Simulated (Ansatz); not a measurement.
## TiSn (model cell, started as wurtzite): phonons and vibrational spectra

The cell of TiSn (model cell, started as wurtzite) is at rest. What are its phonons? After the zone centre comes a 2×2×1 q mesh on a 12×12×8 k mesh.

Main program and level: Ansatz 0.2.0; DFT PBE, scalar-relativistic, plane waves, PAW.

The structure was built from a prototype and need not be the compound's stable phase.

### Step 1. The starting structure

It takes space group P6_3/mmc (No. 194, hexagonal). Conventional cell: a = 4.803 Å, b = 4.803 Å, c = 5.465 Å, α = 90.00°, β = 90.00°, γ = 120.00°. Nearest to Ti lie 5 Sn at 2.73 to 2.77 Å. Nearest to Sn lie 5 Ti at 2.73 to 2.77 Å. Farther neighbours are not listed.

### Step 2. Modes at Γ

The cell comes from relaxations at this level that are not shown. The zone centre comes first: it holds the modes that light can see, as far as symmetry allows. No field response is asked, since the mesh shows no gap.

File input.yaml:

```yaml
crystal:
  lattice:
    - [4.8029546905, 3.2201e-06, 0.0]
    - [-2.4014801339, 4.1594791652, 0.0]
    - [0.0, 0.0, 5.4645909251]
  atoms:
    - { symbol: Ti, position: [0.3333333333, 0.6666666667, -0.0625] }
    - { symbol: Ti, position: [0.6666666667, 0.3333333333, 0.4375] }
    - { symbol: Sn, position: [0.3333333333, 0.6666666667, 0.4375] }
    - { symbol: Sn, position: [0.6666666667, 0.3333333333, 0.9375] }
kpoints:
  mp_grid: { grid: [12, 12, 8] }
hamiltonian:
  xc: pbe
scf:
  occupations: { method: methfessel_paxton, width: 0.2 }
output:
  eigenvalues: true
phonons:
  method: dfpt
```

Started as:

```bash
ansatz run input.yaml --threads 4 --pin off --max-ram 7168MiB --backend cpu --events-out ev --progress --plain --runs-dir out
```

Numbers of over 12 decimals in the logs are rounded to 6 here.

The program printed:

```text
Engine: ansatz 0.2.0, aarch64-unknown-linux-gnu
Pseudopotentials: kind: paw
Pseudopotential: Ti, paw, valence charge 12, recommended cutoff 420 eV (normal), Ti.paw.azcp
Pseudopotential: Sn, paw, valence charge 14, recommended cutoff 420 eV (normal), Sn.paw.azcp
Functional definition: PBE
  parameter kappa = 0.804
  parameter beta = 0.066725
  exchange = pbe_x(kappa = kappa, mu = beta*pi^2/3)
  correlation = pbe_c(beta = beta)
Crystal: 4 atoms, lattice volume = 109.170 Å³
Basis set: ecut = 420 eV, 2119 PW (Γ), exchange–correlation on 72×72×80 points (8 copies of the dense FFT grid, shifted against one another)
Bands: 32, of which v1, the nominal top of the filled ones, is band 26 counted from 1 (25 counted from 0)
Symmetry: 24 space group operations
k-points: 320 of 1152 (irreducible under 2 space group operations, time reversal used)
Non-local potential: Ti, projectors of the file, l = 0: 3, l = 1: 2, l = 2: 3, l = 3: 1
Non-local potential: Sn, projectors of the file, l = 0: 2, l = 1: 2, l = 2: 2, l = 3: 2
PAW form: soft (Blöchl's): semilocal exchange-correlation on the pseudo side does not see the compensation charge
PAW one-centre angular grid: Ti, 590 points (default); XC on 64 Gauss nodes
PAW one-centre angular grid: Sn, 590 points (default); XC on 64 Gauss nodes
Initial density: superposition of atomic densities (neutral atoms: chi_scale 0, normalization atom), corrected by the library's trained network
Initial wavefunctions: pseudopotential atomic-orbital guess
Functional: x = pbe(κ = 0.804, μ = 0.219515), c = pbe(β = 0.066725)
SCF iter   1: F=—  HF=-17046.841314 eV  |F-HF|=—  |Δ(HF+E_count)|=         —  Δρ=7.96e-3  dr2=8.63e-2  ethr=1.77e-3  ⟨swp⟩=5.8  Hψ=43019  notcnv=0
preconditioner: auto → LDOS  [metal: Δε(μ)=0.003 eV  Ē_g=13.882 eV  σ=0.200 eV  W_gap=0.01  n_scr=22 (ndim 8)  ℏωp=21.3 eV  f_vac=0.066  D(μ)=1.15/eV (n_scr^D=2)  β→1.0]
SCF iter   2: F=—  HF=-17046.863303 eV  |F-HF|=—  |Δ(HF+E_count)|=   2.20e-2  S|Δr|=    0.00e0  Δρ=1.21e-2  dr2=2.22e-1  ethr=1.66e-4  ⟨swp⟩=2.1  Hψ=22897  notcnv=0
SCF iter   3: F=—  HF=-17046.824913 eV  |F-HF|=—  |Δ(HF+E_count)|=   3.84e-2  S|Δr|=    0.00e0  Δρ=2.32e-3  dr2=6.96e-3  ethr=1.66e-4  ⟨swp⟩=2.0  Hψ=19675  notcnv=0
SCF iter   4: F=—  HF=-17046.823511 eV  |F-HF|=—  |Δ(HF+E_count)|=   1.40e-3  S|Δr|=    0.00e0  Δρ=2.67e-4  dr2=9.33e-5  ethr=1.34e-5  ⟨swp⟩=2.0  Hψ=11979  notcnv=0
SCF iter   5: F=—  HF=-17046.823518 eV  |F-HF|=—  |Δ(HF+E_count)|=   7.34e-6  S|Δr|=    0.00e0  Δρ=4.52e-5  dr2=2.23e-6  ethr=1.79e-7  ⟨swp⟩=2.0  Hψ=17715  notcnv=0
SCF iter   6: F=—  HF=-17046.823517 eV  |F-HF|=—  |Δ(HF+E_count)|=   1.14e-6  S|Δr|=    0.00e0  Δρ=1.02e-5  dr2=8.88e-8  ethr=4.29e-9  ⟨swp⟩=3.0  Hψ=19533  notcnv=0
SCF iter   7: F=—  HF=-17046.823517 eV  |F-HF|=—  |Δ(HF+E_count)|=   3.44e-9  S|Δr|=    0.00e0  Δρ=1.92e-6  dr2=3.62e-9  ethr=1.71e-10  ⟨swp⟩=2.2  Hψ=17420  notcnv=0
SCF iter   8: F=—  HF=-17046.823517 eV  |F-HF|=—  |Δ(HF+E_count)|=  2.73e-10  S|Δr|=    0.00e0  Δρ=2.25e-7  dr2=2.81e-11  ethr=6.97e-12  ⟨swp⟩=2.0  Hψ=16042  notcnv=0
SCF iter   9: F=-17046.823517 eV  HF=-17046.823517 eV  |F-HF|=7.28e-12  |Δ(HF+E_count)|=  5.09e-11  S|Δr|=    0.00e0  Δρ=2.96e-8  dr2=8.42e-13  ethr=1.00e-12  ⟨swp⟩=6.1  Hψ=43964  notcnv=0
SCF 1 converged in 9 iterations: F = -17046.823517 eV  dr2 = 8.42e-13
  greatest PAW one-centre occupation: 0.999 electrons in one spin orbital (limit 2), on the Ti atom at site 1 (counted from 0), in its partial waves of l = 0
DFPT response loops at Γ: preconditioner auto → Kerker (q_TF=auto, 2.411 Å⁻¹) (partly filled bands, converged f_vac=0.061); β = 1.00, the filter's whole step (`scf.mixing.beta` (0.50) is not read by the response loops under this deck's `scf.mixing.preconditioner`; to damp them name `kerker` or `kerker_dos`, under which they read `scf.mixing.beta`, and type it under 1.00, their step now; both keys bind the ground state too); Broyden in place of MSR1
SCF converged after 9 iterations
Stability not checked: this state was not tested for a lower state beside it, because cold or Methfessel-Paxton smearing, or corrected tetrahedra, fill the levels in a way that the test cannot read (fill_not_monotonic; see scf.lower_state_search)
Free energy (F): -17046.823517 eV
Harris-Foulkes:  -17046.823517 eV  (|F-HF|=7.28e-12)
Internal energy: -17046.831181 eV  (E = F + TS)
E sigma→0 (E₀):  -17046.825433 eV
Entropy (-TS):   0.007664 eV (1.916 meV/atom)
Fermi energy:    8.571985 eV
--- Per-component energies (eV) ---
  E_band       = -642.523556
  E_kinetic    = 917.410842
  E_local      = -4467.805189  (includes V_loc(G=0)·N_el)
  E_nonlocal   = -44.858953
  E_hartree    = 2221.895404
  E_xc         = -957.832787
  E_vxc        = -433.352370  (∫ρ·V_xc dr)
  E_paw        = -10371.162197  (= ΣΔE_a)
  E_vpaw       = -1057.708961  (= ΣTr[D̂ρ^β])
  E_aug_tail   = 0.000259  (compensation charges beyond the density's cutoff)
  E_ewald      = -4344.478559
  E_smearing   = 0.007664  (= −TS)
  E_closure    = -0.000000  (closes the sum)
  Σ components = -17046.823517   (vs F -17046.823517, Δ=0.00e0)
--- Band table (eV; the first three rows and the last of 320) ---
  k-point 0: bands = [... 22 lower, 7.0473, 7.5552, 7.5552, 8.7530, 8.7530, 9.2873, 9.7140, 9.7140, ... 2 higher]
  k-point 1: bands = [... 22 lower, 7.0321, 7.4749, 7.4749, 8.8553, 8.8553, 9.0555, 9.7290, 9.7290, ... 2 higher]
  k-point 2: bands = [... 22 lower, 7.0033, 7.3072, 7.3072, 8.4403, 9.0852, 9.0852, 9.7392, 9.7392, ... 2 higher]
  k-point 319: bands = [... 22 lower, 6.9568, 6.9568, 7.8378, 7.8378, 9.0243, 9.0243, 9.5239, 9.5239, ... 2 higher]
--- Phonons (Γ-DFPT): 4 representative perturbations + reference, on 320 of 1152 k-points (Σ response iterations 12) ---
  k mesh reduced under 2 symmetry operations, with k and −k counted as one. Each operation leaves every solved perturbation unchanged. A smaller set is not used because it would not reduce the number of displacements times k-points to solve
  ASR residual: 2.364e-5 → 0.000e0 eV/Å²; symmetrization residual: 1.665e-4 eV/Å²
  ASR residual per site (eV/Å²): 1.97e-5 1.97e-5 2.36e-5 2.36e-5
  Γ frequencies (cm⁻¹): 0.00 0.00 0.00 47.58 75.58 75.58 211.94 211.94 216.73 216.73 256.86 265.23
  non-analytic LO–TO correction: not included (Born effective charges unavailable; polar crystals: no LO–TO splitting at Γ)
```

Run time: 4.7 min. Hardware: 4 threads of Arm Neoverse N1, shared host; peak memory 3.8 GiB.

Numbers from this step:

| Item | Value |
| --- | --- |
| volume per atom | 27.29 Å³ |
| gap on the k-mesh | 0 eV |
| sum-rule residual before enforcement | 2.36e-5 eV/Å² |
| point group | 6/mmm |
| highest optical mode at the zone centre (no LO-TO term) | 265.2 cm⁻¹ |
| lowest optical zone-centre mode | 47.58 cm⁻¹ |

Patterns of degenerate modes are one choice out of their space. Modes at Γ, with each element's share of the kinetic energy:

```csv
mode,frequency (cm⁻¹),symmetry,Ti %,Sn %
1,0.0,acoustic,29,71
2,0.0,acoustic,29,71
3,0.0,acoustic,29,71
4,47.6,B1g,33,67
5,75.6,E2g,25,75
6,75.6,E2g,25,75
7,211.9,E2g,75,25
8,211.9,E2g,75,25
9,216.7,E1u,71,29
10,216.7,E1u,71,29
11,256.9,A2u,71,29
12,265.2,B1g,67,33
```

Displacements in mode 4 (47.6 cm⁻¹), the largest set to 1:
```
Ti1  0.00  0.00 -1.00
Ti2  0.00  0.00  1.00
Sn3  0.00  0.00 -0.91
Sn4  0.00  0.00  0.91
```

Displacements in mode 5 (75.6 cm⁻¹), the largest set to 1:
```
Ti1 -0.90 -0.37  0.00
Ti2  0.90  0.37  0.00
Sn3  1.00  0.41  0.00
Sn4 -1.00 -0.41  0.00
```

Before it was imposed, the acoustic sum rule was missed by 2.4e-5 eV/Å². Small misses are needed for a sound result but don't prove that mesh and cutoff are converged. The lowest optical mode is real, 47.6 cm⁻¹.

### Step 3. Response at finite wavevector

The mesh has a single point along some directions, so zone-edge points there are not solved. Linear response on a 2×2×1 q mesh gives force constants as far as a supercell of that size would.

input.yaml, as its differences from that of step 2:

```diff
@@ -20 +20,9 @@
   method: dfpt
+  qmesh: [2, 2, 1]
+  temperatures: { t_max: 1000, t_step: 50 }
+  qpath:
+    path:
+      - [[0.0, 0.0, 0.0], [0.5, 0.0, 0.0], [0.33333333, 0.33333333, 0.0], [0.0, 0.0, 0.0], [0.0, 0.0, 0.5], [0.5, 0.0, 0.5], [0.33333333, 0.33333333, 0.5], [0.0, 0.0, 0.5]]
+      - [[0.5, 0.0, 0.5], [0.5, 0.0, 0.0]]
+      - [[0.33333333, 0.33333333, 0.5], [0.33333333, 0.33333333, 0.0]]
+    npoints: 10
```

The program printed:

```text
[...]
Crystal: 4 atoms, lattice volume = 109.170 Å³
Basis set: ecut = 420 eV, 2119 PW (Γ), exchange–correlation on 72×72×80 points (8 copies of the dense FFT grid, shifted against one another)
Bands: 32, of which v1, the nominal top of the filled ones, is band 26 counted from 1 (25 counted from 0)
Symmetry: 24 space group operations
k-points: 95 of 1152
[...]
SCF iter   1: F=—  HF=-17046.841295 eV  |F-HF|=—  |Δ(HF+E_count)|=         —  Δρ=7.96e-3  dr2=8.63e-2  ethr=1.77e-3  ⟨swp⟩=5.9  Hψ=12826  notcnv=0
[...]
SCF iter   9: F=-17046.823517 eV  HF=-17046.823517 eV  |F-HF|=0.00e0  |Δ(HF+E_count)|=  5.82e-11  S|Δr|=    0.00e0  Δρ=2.94e-8  dr2=8.27e-13  ethr=1.00e-12  ⟨swp⟩=6.1  Hψ=12984  notcnv=0
SCF 1 converged in 9 iterations: F = -17046.823517 eV  dr2 = 8.27e-13
[...]
phonons: the bands overlap, so this run is a metal and interpolates without the dipole-dipole term. If the crystal is really an insulator or semiconductor, its LO-TO splitting is missing
NSCF: frozen V_eff on 95 k-points
[...]
DFPT response loops at q = (0, 0, 0) (fractional): preconditioner auto → Kerker (q_TF=auto, 2.411 Å⁻¹) (partly filled bands, converged f_vac=0.061); β = 1.00, the filter's whole step (`scf.mixing.beta` (0.50) is not read by the response loops under this deck's `scf.mixing.preconditioner`; to damp them name `kerker` or `kerker_dos`, under which they read `scf.mixing.beta`, and type it under 1.00, their step now; both keys bind the ground state too); Broyden in place of MSR1
[...]
SCF converged after 9 iterations
[...]
Free energy (F): -17046.823517 eV
[...]
Internal energy: -17046.831181 eV  (E = F + TS)
E sigma→0 (E₀):  -17046.825433 eV
Entropy (-TS):   0.007664 eV (1.916 meV/atom)
Fermi energy:    8.571985 eV
[...]
--- Band table (eV; the first three rows and the last of 95) ---
  k-point 0: bands = [... 22 lower, 7.0473, 7.5552, 7.5552, 8.7530, 8.7530, 9.2873, 9.7140, 9.7140, ... 2 higher]
  k-point 1: bands = [... 22 lower, 7.0321, 7.4749, 7.4749, 8.8553, 8.8553, 9.0555, 9.7290, 9.7290, ... 2 higher]
  k-point 2: bands = [... 22 lower, 7.0033, 7.3072, 7.3072, 8.4403, 9.0852, 9.0852, 9.7392, 9.7392, ... 2 higher]
  k-point 94: bands = [... 22 lower, 6.7807, 6.7807, 7.9406, 7.9406, 8.8842, 8.8842, 9.5937, 9.5937, ... 2 higher]
--- Phonons (Γ-DFPT): 4 representative perturbations + reference (Σ response iterations 12) ---
  ASR residual: 2.927e-5 → 0.000e0 eV/Å²; symmetrization residual: 1.239e-5 eV/Å²
  ASR residual per site (eV/Å²): 2.02e-5 2.02e-5 2.93e-5 2.93e-5
[...]
--- Phonons (arbitrary-q DFPT): 2 irreducible q on the 2×2×1 mesh ---
  q = [0.0000, 0.0000, 0.0000] (star 1, of the zone-centre solve; hermiticity 2.61e-6, symmetrization 3.11e-7): -0.00 0.00 0.00 47.58 75.58 75.58 211.94 211.94 216.73 216.73 256.86 265.23
  q = [0.0000, -0.5000, 0.0000] (star 3, 6 solved perturbations in 1910 linear systems a pass and spin channel, the states on 370 of 1152 k-point pairs; hermiticity 1.59e-6, symmetrization 8.42e-7): 10.26 29.05 43.85 70.21 111.00 120.71 195.12 205.19 218.13 229.87 267.01 270.10
  sum rule: each row above includes the acoustic sum rule's correction from the zone centre's row sums; it moved no ω² by more than (0.34 cm⁻¹)²
  mesh force constants: q→R imaginary residual 1.18e-17; ASR residual 2.927e-5 → 0.000e0 eV/Å²; symmetrization residual 5.329e-15 eV/Å²
  interpolated dispersion: 93 rows × 12 modes
  density of states and harmonic sums: on the 16×16×11 q-mesh, interpolated from the force constants of a 2×2×1 supercell (no non-analytic term)
  largest difference from the sums on the solved wave vectors: F 2.39e-2 eV, S 9.93e-5 and C_V 6.45e-5 eV/K
  zero-point energy: 0.113872 eV/cell   skipped modes (ω ≤ 0): 3   left out of the sums: 8.88e-5 of the cell's modes: C_V's classical limit lies that fraction below 3 k_B per atom; for a crystal, a wire or a layer, F and S can be off by more, and a phonons.interpolated_qmesh denser along its periods is the remedy for the sampling
```

Wall time 9.5 min (4 threads); peak memory 3.3 GiB.

Numbers from this step:

* sum-rule residual before enforcement: 2.93e-5 eV/Å²
* lowest mode on the q mesh (acoustic modes at Γ apart): 10.26 cm⁻¹
* highest frequency at a solved wavevector (no LO-TO term at Γ): 270.1 cm⁻¹

Frequencies (cm⁻¹) solved at each irreducible wavevector; negative means imaginary. Frequencies by wavevector, by row:

```csv
q in reciprocal lattice units,star,mode 1,mode 2,mode 3,mode 4,mode 10,mode 11,mode 12
0 0 0,1,0,0,0,47.6,216.7,256.9,265.2
0 -0.5 0,3,10.3,29.1,43.9,70.2,229.9,267,270.1
```

Symmetry leaves 2 wavevectors to solve. The lowest mode among them, the acoustic zeros apart, lies at q = (0, -0.5, 0) and is real, 10.3 cm⁻¹.

### Step 4. Isotope substitution, element Sn, natural mass 118.71 amu

An isotope changes the mass and not the force constants, so no new electronic calculation is needed; the shifts show which modes move this element.

The same force constants with the mass of Sn changed from 118.710 to 123.905 u (phonopy, no LO-TO term). Both lists are sorted by frequency; levels can cross, so a row need not hold one and the same mode. Modes under 3 cm⁻¹ are left out. Isotope shifts, by row:

```csv
q,rank,natural mass (cm⁻¹),changed mass (cm⁻¹)
0 0 0,4,47.58,46.89
0 0 0,5,75.58,74.37
0 0 0,6,75.58,74.37
0 0 0,7,211.9,210.8
0 0 0,8,211.9,210.8
0 0 0,9,216.7,215.4
0 0 0,10,216.7,215.4
0 0 0,11,256.9,255.3
0 0 0,12,265.2,263.4
0 -0.5 0,1,10.26,10.09
0 -0.5 0,2,29.05,28.61
0 -0.5 0,3,43.85,43.2
0 -0.5 0,4,70.21,69.08
0 -0.5 0,5,111,108.8
0 -0.5 0,6,120.7,118.3
0 -0.5 0,7,195.1,194.8
0 -0.5 0,8,205.2,204.8
0 -0.5 0,9,218.1,217
0 -0.5 0,10,229.9,228.7
0 -0.5 0,11,267,265.3
0 -0.5 0,12,270.1,268.4
```

A mode of this element alone would shift by -2.12 %. The highest zone-centre frequency without the field goes from 265.2 to 263.4 cm⁻¹ (-0.7 %). The product of the frequency ratios over all optical modes at Γ is 0.921; the product rule, (m/m′)^(3k/2) (M′/M)^(3/2) with k = 2 such atoms and M the mass of the cell, gives 0.921.

### Step 5. Isotope substitution, element Ti, natural mass 47.867 amu

The same for Ti, from 47.87 to 49.94 u.

A mode of this element alone would shift by -2.10 %. The highest zone-centre frequency without the field goes from 265.2 to 261.5 cm⁻¹ (-1.4 %). The product of the frequency ratios over all optical modes at Γ is 0.897; the product rule, (m/m′)^(3k/2) (M′/M)^(3/2) with k = 2 such atoms and M the mass of the cell, gives 0.897.

### Step 6. Outcome

```
space group (within 0.01 Å)                             : P6_3/mmc
volume per atom                                         : 27.3 Å³
electronic character                                    : no gap on this mesh
highest optical mode at the zone centre (no LO-TO term) : 265 cm⁻¹
lowest optical zone-centre mode                         : 47.6 cm⁻¹
lowest mode on the q mesh (acoustic modes at Γ apart)   : 10.3 cm⁻¹
imaginary modes on the 2×2×1 q mesh                     : none
```

**Reading.** The structure is a minimum as far as tested: no mode is imaginary at the 2 irreducible wavevectors of the 2×2×1 mesh, and the softest away from the acoustic zeros lies at 10 cm⁻¹. The optical modes at Γ span 48 to 265 cm⁻¹. The highest mode in this list at Γ, 265.2 cm⁻¹, has its largest share on Ti (67 % of the kinetic energy). The q mesh is too sparse to interpolate, so only the solved wavevectors are given. The relaxed cell left the space group of the starting entry, even within 0.1 Å, so it may not be the phase that the entry, or a measurement on it, describes. With no gap, or one that is small against the smearing, the frequencies hang on the k mesh and the smearing, most of all near Kohn anomalies. Spin-orbit coupling is left out, which can matter for the heavy elements here. The starting cell was built on a prototype and not taken from a measurement, so the phase need not exist. These are harmonic frequencies at zero temperature: anharmonic shifts, linewidths and thermal expansion are left out.

[Logs are printed without paths, hosts, clocks, repeated set-up lines and the standing remarks that a program may print on its own settings, such as how far it seeks lower states.]

[Hosts, paths, dates, database ids (printed as entryN), source tags and the programs' standing remarks are cut or masked in the printed files.]
